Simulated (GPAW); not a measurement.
# Gap slopes of MgS (F-43m) from G0W0 (biaxial strain), part 2 of 2

Does LDA give the same change of gap under biaxial strain as G0W0? The case is MgS (F-43m).

GPAW 26.7.0; LDA and many-body steps on it, plane waves. Known limits of the many-body steps: extrapolated from modest cutoffs; coarse k mesh.

So far. Step 8 (G0W0, strain +1 %): The gap on the mesh goes from 3.06 eV to 4.88 eV, a correction of +1.82 eV.

### 10. G0W0, strain -2 %

This step: G0W0 on LDA, plane waves, PAW.

The cell differs from the one that the last finished run ended in (a 4.027 → 3.967 Å, b 4.027 → 3.967 Å, c 4.047 → 3.927 Å, α 59.8 → 60.3°, β 59.8 → 60.3°, γ 60.3 → 59.3°).

The input, run.py:

```python
import json
import numpy as np
from gpaw.mpi import world
from gpaw.response.g0w0 import G0W0

gw = G0W0('full.gpw',
    filename='gw',
    kpts=[0],
    bands=(6, 10),
    ecut=np.float64(164.368),
    integrate_gamma='WS',
    ppa=True,
    ecut_extrapolation=True)
gw.calculate()
res = {mode: {k: v for k, v in r.items() if k != 'sigma_eskwn'}
       for mode, r in gw.all_results.items()}

if world.rank == 0:
    with open('result.json', 'w') as f:
        json.dump(res, f, default=lambda x: x.tolist())
```

Command:

```bash
$ mpirun -n 4 gpaw python run.py
```

Numbers of over 12 decimals in the logs are rounded to 6 here.

What it wrote:

```text
Using integrator: PointIntegrator
FrequencyGridDescriptor(from 0.000+0.000j to 0.000+27.211j eV, 2 points)
Nonperiodic BCs:  [False False False]
Using integrator: PointIntegrator
FrequencyGridDescriptor(from 0.000+0.000j to 0.000+27.211j eV, 2 points)
Nonperiodic BCs:  [False False False]
  ___  _ _ _
 |   || | | |
 | | || | | |
 |__ ||_____|
 |___|

BZ k-points: Symmetries present (total): 8

  [... matrices ...]
64 k-points: 4 x 4 x 4 Monkhorst-Pack grid + [1/8,1/8,1/8]
13 k-points in the irreducible part of the Brillouin zone
[...]
Results:
f:      Occupation numbers
eps:     KS-eigenvalues [eV]
vxc:     KS vxc [eV]
exx:     Exact exchange [eV]
sigma:   Self-energies [eV]
dsigma:  Self-energy derivatives
Z:       Renormalization factors
qp:      QP-energies [eV]

k-point 0 (0): (0.000, 0.000, 0.000)                GW
band       f     eps     vxc     exx   sigma  dsigma       Z      qp
                                                                   GW
   6   1.000   1.846 -15.156 -18.208   1.386  -0.278   0.783   0.542
   7   1.000   1.846 -15.156 -18.208   1.386  -0.278   0.783   0.542
   8   0.000   5.203 -11.059  -6.676  -3.717  -0.220   0.820   5.749
   9   0.000   9.655 -10.798  -5.445  -4.178  -0.233   0.811  10.608
```

The job ended after 76 s (4 MPI ranks of Arm Neoverse V1, shared host; peak memory 1.2 GiB; 5.1 min of CPU time).

Numbers from this step:

| Quantity | Value |
| --- | --- |
| quasiparticle gap on the points computed | 5.207 eV |
| least direct quasiparticle gap on the computed points | 5.207 eV |
| starting gap on the mesh | 3.357 eV |
| k of the valence top | 0, 0, 0 |
| k of the conduction bottom | 0, 0, 0 |
| gaps at the cutoffs of the extrapolation | 5.115, 5.124, 5.133 eV |

The gap on the mesh goes from 3.36 eV to 5.21 eV, a correction of +1.85 eV.

Again on this cell's own states.

### 11. One-shot HSE06, strain -2 %

This step: one-shot HSE06 levels on LDA orbitals, plane waves, PAW.

The input, run.py:

```python
import json
import numpy as np
from gpaw.mpi import world
from gpaw.hybrids.eigenvalues import non_self_consistent_eigenvalues

dft, vxc, vxc_hyb = non_self_consistent_eigenvalues('full.gpw', 'HSE06', 6, 10, kpt_indices=[0])
res = {'dft': dft[0], 'hybrid': (dft - vxc + vxc_hyb)[0]}
if world.rank == 0:
    with open('hybrid.txt', 'w') as f:
        for k, e0, e1 in zip([0], res['dft'], res['hybrid']):
            print(k, ' '.join(f'{x:9.4f}' for x in e0), '|', ' '.join(f'{x:9.4f}' for x in e1), file=f)

if world.rank == 0:
    with open('result.json', 'w') as f:
        json.dump(res, f, default=lambda x: x.tolist())
```

Command:

```bash
$ mpirun -n 4 gpaw python run.py
```

What it wrote:

```text
IBZ(<points: 13, symmetries: 8>)
Occupied bands: 8
Transforming wave functions from IBZ to BZ: 0.022 seconds
Distributing wave functions and iFFT-ing to real space: 0.136 seconds
Calculating eigenvalues:
  k-points: 1
  Bands: 6-9 (inclusive)
  Seconds: 0.125 (wave-function broadcasting: 0.003 seconds)
HSE06-eigenvalue shifts:
  min: -0.624 eV
  ave: 0.085 eV
  max: 0.892 eV
```

Elapsed: 3 s, on 4 MPI ranks; peak memory 0.46 GiB; 11 s of CPU time.

This step gave:

| Property | Result |
| --- | --- |
| starting gap on the mesh | 3.357 eV |
| hybrid gap on the mesh | 4.679 eV |
| least direct hybrid gap on the computed points | 4.679 eV |

### 12. G0W0, strain +2 %

This step: G0W0 on LDA, plane waves, PAW.

The cell differs from the one that the last finished run ended in (a 3.967 → 4.047 Å, b 3.967 → 4.047 Å, c 3.927 → 4.087 Å, α 60.3 → 59.7°, β 60.3 → 59.7°, γ 59.3 → 60.7°).

The input, run.py:

```python
import json
import numpy as np
from gpaw.mpi import world
from gpaw.response.g0w0 import G0W0

gw = G0W0('full.gpw',
    filename='gw',
    kpts=[0],
    bands=(6, 10),
    ecut=np.float64(155.831),
    integrate_gamma='WS',
    ppa=True,
    ecut_extrapolation=True)
gw.calculate()
res = {mode: {k: v for k, v in r.items() if k != 'sigma_eskwn'}
       for mode, r in gw.all_results.items()}

if world.rank == 0:
    with open('result.json', 'w') as f:
        json.dump(res, f, default=lambda x: x.tolist())
```

Command:

```bash
$ mpirun -n 4 gpaw python run.py
```

What it wrote:

```text
Using integrator: PointIntegrator
FrequencyGridDescriptor(from 0.000+0.000j to 0.000+27.211j eV, 2 points)
Nonperiodic BCs:  [False False False]
Using integrator: PointIntegrator
FrequencyGridDescriptor(from 0.000+0.000j to 0.000+27.211j eV, 2 points)
Nonperiodic BCs:  [False False False]
  ___  _ _ _
 |   || | | |
 | | || | | |
 |__ ||_____|
 |___|

BZ k-points: Symmetries present (total): 8

  [... matrices ...]
64 k-points: 4 x 4 x 4 Monkhorst-Pack grid + [1/8,1/8,1/8]
13 k-points in the irreducible part of the Brillouin zone
[...]
Results:
f:      Occupation numbers
eps:     KS-eigenvalues [eV]
vxc:     KS vxc [eV]
exx:     Exact exchange [eV]
sigma:   Self-energies [eV]
dsigma:  Self-energy derivatives
Z:       Renormalization factors
qp:      QP-energies [eV]

k-point 0 (0): (0.000, 0.000, 0.000)                GW
band       f     eps     vxc     exx   sigma  dsigma       Z      qp
                                                                   GW
   6   1.000   1.257 -14.963 -17.989   1.383  -0.286   0.778  -0.020
   7   1.000   1.306 -14.959 -17.984   1.383  -0.286   0.778   0.030
   8   0.000   4.256 -10.734  -6.509  -3.574  -0.223   0.818   4.788
   9   0.000   8.911 -10.419  -5.166  -4.121  -0.237   0.809   9.827
```

Run time: 75 s. Hardware: 4 MPI ranks; peak memory 1.2 GiB; 5 min of CPU time.

Numbers from this step:

- quasiparticle gap on the points computed: 4.758 eV
- least direct quasiparticle gap on the computed points: 4.758 eV
- starting gap on the mesh: 2.950 eV
- k of the valence top: 0, 0, 0
- k of the conduction bottom: 0, 0, 0
- gaps at the cutoffs of the extrapolation: 4.659, 4.669, 4.679 eV

The gap on the mesh goes from 2.95 eV to 4.76 eV, a correction of +1.81 eV.

Again on this cell's own states.

### 13. One-shot HSE06, strain +2 %

This step: one-shot HSE06 levels on LDA orbitals, plane waves, PAW.

The input, run.py:

```python
import json
import numpy as np
from gpaw.mpi import world
from gpaw.hybrids.eigenvalues import non_self_consistent_eigenvalues

dft, vxc, vxc_hyb = non_self_consistent_eigenvalues('full.gpw', 'HSE06', 6, 10, kpt_indices=[0])
res = {'dft': dft[0], 'hybrid': (dft - vxc + vxc_hyb)[0]}
if world.rank == 0:
    with open('hybrid.txt', 'w') as f:
        for k, e0, e1 in zip([0], res['dft'], res['hybrid']):
            print(k, ' '.join(f'{x:9.4f}' for x in e0), '|', ' '.join(f'{x:9.4f}' for x in e1), file=f)

if world.rank == 0:
    with open('result.json', 'w') as f:
        json.dump(res, f, default=lambda x: x.tolist())
```

Command:

```bash
$ mpirun -n 4 gpaw python run.py
```

What it wrote:

```text
IBZ(<points: 13, symmetries: 8>)
Occupied bands: 8
Transforming wave functions from IBZ to BZ: 0.021 seconds
Distributing wave functions and iFFT-ing to real space: 0.105 seconds
Calculating eigenvalues:
  k-points: 1
  Bands: 6-9 (inclusive)
  Seconds: 0.120 (wave-function broadcasting: 0.003 seconds)
HSE06-eigenvalue shifts:
  min: -0.618 eV
  ave: 0.077 eV
  max: 0.876 eV
```

It took 2.8 s on 4 MPI ranks; peak memory 0.48 GiB; 11 s of CPU time.

Numbers from this step:

* starting gap on the mesh: 2.950 eV
* hybrid gap on the mesh: 4.238 eV
* least direct hybrid gap on the computed points: 4.238 eV

### 14. G0W0, strain -3 %

This step: G0W0 on LDA, plane waves, PAW.

The cell differs from the one that the last finished run ended in (a 4.047 → 3.947 Å, b 4.047 → 3.947 Å, c 4.087 → 3.886 Å, α 59.7 → 60.5°, β 59.7 → 60.5°, γ 60.7 → 59.0°).

The input, run.py:

```python
import json
import numpy as np
from gpaw.mpi import world
from gpaw.response.g0w0 import G0W0

gw = G0W0('full.gpw',
    filename='gw',
    kpts=[0],
    bands=(6, 10),
    ecut=np.float64(166.632),
    integrate_gamma='WS',
    ppa=True,
    ecut_extrapolation=True)
gw.calculate()
res = {mode: {k: v for k, v in r.items() if k != 'sigma_eskwn'}
       for mode, r in gw.all_results.items()}

if world.rank == 0:
    with open('result.json', 'w') as f:
        json.dump(res, f, default=lambda x: x.tolist())
```

Command:

```bash
$ mpirun -n 4 gpaw python run.py
```

What it wrote:

```text
Using integrator: PointIntegrator
FrequencyGridDescriptor(from 0.000+0.000j to 0.000+27.211j eV, 2 points)
Nonperiodic BCs:  [False False False]
Using integrator: PointIntegrator
FrequencyGridDescriptor(from 0.000+0.000j to 0.000+27.211j eV, 2 points)
Nonperiodic BCs:  [False False False]
  ___  _ _ _
 |   || | | |
 | | || | | |
 |__ ||_____|
 |___|

BZ k-points: Symmetries present (total): 8

  [... matrices ...]
64 k-points: 4 x 4 x 4 Monkhorst-Pack grid + [1/8,1/8,1/8]
13 k-points in the irreducible part of the Brillouin zone
[...]
Results:
f:      Occupation numbers
eps:     KS-eigenvalues [eV]
vxc:     KS vxc [eV]
exx:     Exact exchange [eV]
sigma:   Self-energies [eV]
dsigma:  Self-energy derivatives
Z:       Renormalization factors
qp:      QP-energies [eV]

k-point 0 (0): (0.000, 0.000, 0.000)                GW
band       f     eps     vxc     exx   sigma  dsigma       Z      qp
                                                                   GW
   6   1.000   2.008 -15.206 -18.264   1.390  -0.276   0.784   0.701
   7   1.000   2.008 -15.206 -18.264   1.390  -0.276   0.784   0.701
   8   0.000   5.457 -11.143  -6.720  -3.753  -0.219   0.820   6.007
   9   0.000   9.850 -10.897  -5.522  -4.191  -0.232   0.812  10.812
```

Run time: 75 s. Hardware: 4 MPI ranks; peak memory 1.2 GiB; 5 min of CPU time.

Numbers from this step:

- quasiparticle gap on the points computed: 5.306 eV
- least direct quasiparticle gap on the computed points: 5.306 eV
- starting gap on the mesh: 3.449 eV
- k of the valence top: 0, 0, 0
- k of the conduction bottom: 0, 0, 0
- gaps at the cutoffs of the extrapolation: 5.216, 5.225, 5.234 eV

The gap on the mesh goes from 3.45 eV to 5.31 eV, a correction of +1.86 eV.

Again on this cell's own states.

### 15. One-shot HSE06, strain -3 %

This step: one-shot HSE06 levels on LDA orbitals, plane waves, PAW.

The input, run.py:

```python
import json
import numpy as np
from gpaw.mpi import world
from gpaw.hybrids.eigenvalues import non_self_consistent_eigenvalues

dft, vxc, vxc_hyb = non_self_consistent_eigenvalues('full.gpw', 'HSE06', 6, 10, kpt_indices=[0])
res = {'dft': dft[0], 'hybrid': (dft - vxc + vxc_hyb)[0]}
if world.rank == 0:
    with open('hybrid.txt', 'w') as f:
        for k, e0, e1 in zip([0], res['dft'], res['hybrid']):
            print(k, ' '.join(f'{x:9.4f}' for x in e0), '|', ' '.join(f'{x:9.4f}' for x in e1), file=f)

if world.rank == 0:
    with open('result.json', 'w') as f:
        json.dump(res, f, default=lambda x: x.tolist())
```

Command:

```bash
$ mpirun -n 4 gpaw python run.py
```

What it wrote:

```text
IBZ(<points: 13, symmetries: 8>)
Occupied bands: 8
Transforming wave functions from IBZ to BZ: 0.020 seconds
Distributing wave functions and iFFT-ing to real space: 0.117 seconds
Calculating eigenvalues:
  k-points: 1
  Bands: 6-9 (inclusive)
  Seconds: 0.129 (wave-function broadcasting: 0.004 seconds)
HSE06-eigenvalue shifts:
  min: -0.626 eV
  ave: 0.087 eV
  max: 0.894 eV
```

Run time: 2.9 s. Hardware: 4 MPI ranks; peak memory 0.47 GiB.

This step gave:

```yaml
starting_gap_on_the_mesh: 3.449 eV
hybrid_gap_on_the_mesh: 4.780 eV
least_direct_hybrid_gap_on_the_computed_points: 4.780 eV
```

### 16. G0W0, strain +3 %

This step: G0W0 on LDA, plane waves, PAW.

The cell differs from the one that the last finished run ended in (a 3.947 → 4.067 Å, b 3.947 → 4.067 Å, c 3.886 → 4.127 Å, α 60.5 → 59.5°, β 60.5 → 59.5°, γ 59.0 → 61.0°).

The input, run.py:

```python
import json
import numpy as np
from gpaw.mpi import world
from gpaw.response.g0w0 import G0W0

gw = G0W0('full.gpw',
    filename='gw',
    kpts=[0],
    bands=(6, 10),
    ecut=np.float64(153.817),
    integrate_gamma='WS',
    ppa=True,
    ecut_extrapolation=True)
gw.calculate()
res = {mode: {k: v for k, v in r.items() if k != 'sigma_eskwn'}
       for mode, r in gw.all_results.items()}

if world.rank == 0:
    with open('result.json', 'w') as f:
        json.dump(res, f, default=lambda x: x.tolist())
```

Command:

```bash
$ mpirun -n 4 gpaw python run.py
```

What it wrote:

```text
Using integrator: PointIntegrator
FrequencyGridDescriptor(from 0.000+0.000j to 0.000+27.211j eV, 2 points)
Nonperiodic BCs:  [False False False]
Using integrator: PointIntegrator
FrequencyGridDescriptor(from 0.000+0.000j to 0.000+27.211j eV, 2 points)
Nonperiodic BCs:  [False False False]
  ___  _ _ _
 |   || | | |
 | | || | | |
 |__ ||_____|
 |___|

BZ k-points: Symmetries present (total): 8

  [... matrices ...]
64 k-points: 4 x 4 x 4 Monkhorst-Pack grid + [1/8,1/8,1/8]
13 k-points in the irreducible part of the Brillouin zone
[...]
Results:
f:      Occupation numbers
eps:     KS-eigenvalues [eV]
vxc:     KS vxc [eV]
exx:     Exact exchange [eV]
sigma:   Self-energies [eV]
dsigma:  Self-energy derivatives
Z:       Renormalization factors
qp:      QP-energies [eV]

k-point 0 (0): (0.000, 0.000, 0.000)                GW
band       f     eps     vxc     exx   sigma  dsigma       Z      qp
                                                                   GW
   6   1.000   1.123 -14.917 -17.935   1.382  -0.288   0.777  -0.147
   7   1.000   1.194 -14.912 -17.929   1.381  -0.288   0.776  -0.076
   8   0.000   4.036 -10.657  -6.470  -3.542  -0.224   0.817   4.563
   9   0.000   8.735 -10.330  -5.103  -4.110  -0.235   0.810   9.640
```

The job ended after 1.7 min (4 MPI ranks; peak memory 1.2 GiB).

Numbers from this step:

```yaml
quasiparticle_gap_on_the_points_computed: 4.638 eV
least_direct_quasiparticle_gap_on_the_computed_points: 4.638 eV
starting_gap_on_the_mesh: 2.841 eV
k_of_the_valence_top: 0, 0, 0
k_of_the_conduction_bottom: 0, 0, 0
gaps_at_the_cutoffs_of_the_extrapolation: 4.535, 4.545, 4.556 eV
```

The gap on the mesh goes from 2.84 eV to 4.64 eV, a correction of +1.80 eV.

Again on this cell's own states.

### 17. One-shot HSE06, strain +3 %

This step: one-shot HSE06 levels on LDA orbitals, plane waves, PAW.

The input, run.py:

```python
import json
import numpy as np
from gpaw.mpi import world
from gpaw.hybrids.eigenvalues import non_self_consistent_eigenvalues

dft, vxc, vxc_hyb = non_self_consistent_eigenvalues('full.gpw', 'HSE06', 6, 10, kpt_indices=[0])
res = {'dft': dft[0], 'hybrid': (dft - vxc + vxc_hyb)[0]}
if world.rank == 0:
    with open('hybrid.txt', 'w') as f:
        for k, e0, e1 in zip([0], res['dft'], res['hybrid']):
            print(k, ' '.join(f'{x:9.4f}' for x in e0), '|', ' '.join(f'{x:9.4f}' for x in e1), file=f)

if world.rank == 0:
    with open('result.json', 'w') as f:
        json.dump(res, f, default=lambda x: x.tolist())
```

Command:

```bash
$ mpirun -n 4 gpaw python run.py
```

What it wrote:

```text
IBZ(<points: 13, symmetries: 8>)
Occupied bands: 8
Transforming wave functions from IBZ to BZ: 0.024 seconds
Distributing wave functions and iFFT-ing to real space: 0.151 seconds
Calculating eigenvalues:
  k-points: 1
  Bands: 6-9 (inclusive)
  Seconds: 0.178 (wave-function broadcasting: 0.003 seconds)
HSE06-eigenvalue shifts:
  min: -0.616 eV
  ave: 0.075 eV
  max: 0.870 eV
```

Run time: 2.9 s. Hardware: 4 MPI ranks; peak memory 0.47 GiB; 11 s of CPU time.

Numbers from this step:

| Property | Result |
| --- | --- |
| starting gap on the mesh | 2.841 eV |
| hybrid gap on the mesh | 4.120 eV |
| least direct hybrid gap on the computed points | 4.120 eV |

### 18. The series

One mesh (4×4×4), Godby-Needs plasmon pole, bands tied to the cutoff, extrapolated in the cutoff; biaxial strain per length. Ions: fractional positions held. Fractional positions are the same in all cells. The third axis is held.

```csv
strain (%),LDA gap (eV),HSE06 gap (eV),G0W0 gap (eV),least direct G0W0 gap (eV),G0W0 edges
-3,3.449,4.780,5.306,5.306,Γ to Γ
-2,3.357,4.679,5.207,5.207,Γ to Γ
-1,3.266,4.579,5.106,5.106,Γ to Γ
+0,3.176,4.480,5.006,5.006,Γ to Γ
+1,3.062,4.357,4.882,4.882,Γ to Γ
+2,2.950,4.238,4.758,4.758,Γ to Γ
+3,2.841,4.120,4.638,4.638,Γ to Γ
```

### 19. Outcome

```yaml
slope_under_compression: −91 (LDA), −100 (HSE06) and −100 (G0W0) meV per %
slope_under_tension: −111 (LDA), −120 (HSE06) and −123 (G0W0) meV per %
gw_settings_unstrained_cell: 4×4×4 mesh, screening to 160 eV
known_limits: extrapolated from modest cutoffs; coarse k mesh
```

In words: On the side of compression the slopes of gap against strain are −91 (LDA), −100 (HSE06) and −100 (G0W0) meV per %. On the side of tension the slopes of gap against strain are −111 (LDA), −120 (HSE06) and −123 (G0W0) meV per %. Gaps are read on the mesh, so a valley between its points is missed. These stock PAW sets were not made for GW. In the G0W0, extrapolated in the cutoff run levels were corrected at 1 k point alone, so a gap called «on the mesh» is the least over those, and an edge elsewhere would be missed. The 4×4×4 mesh is coarse for this cell, which bears on the long-range parts of exchange and screening.

[Paths, hosts, dates, memory and timing lines, banners, echoed tables and standing remarks are left out of the program output.]

[Logs are printed without paths, hosts, clocks, repeated set-up lines and the standing remarks that a program may print on its own settings, such as how far it seeks lower states.]

[Runs of the session that timed out or met a known fault of the program may be left out.]

[Hosts, paths, dates, database ids (printed as entryN), source tags and the programs' standing remarks are cut or masked in the printed files.]
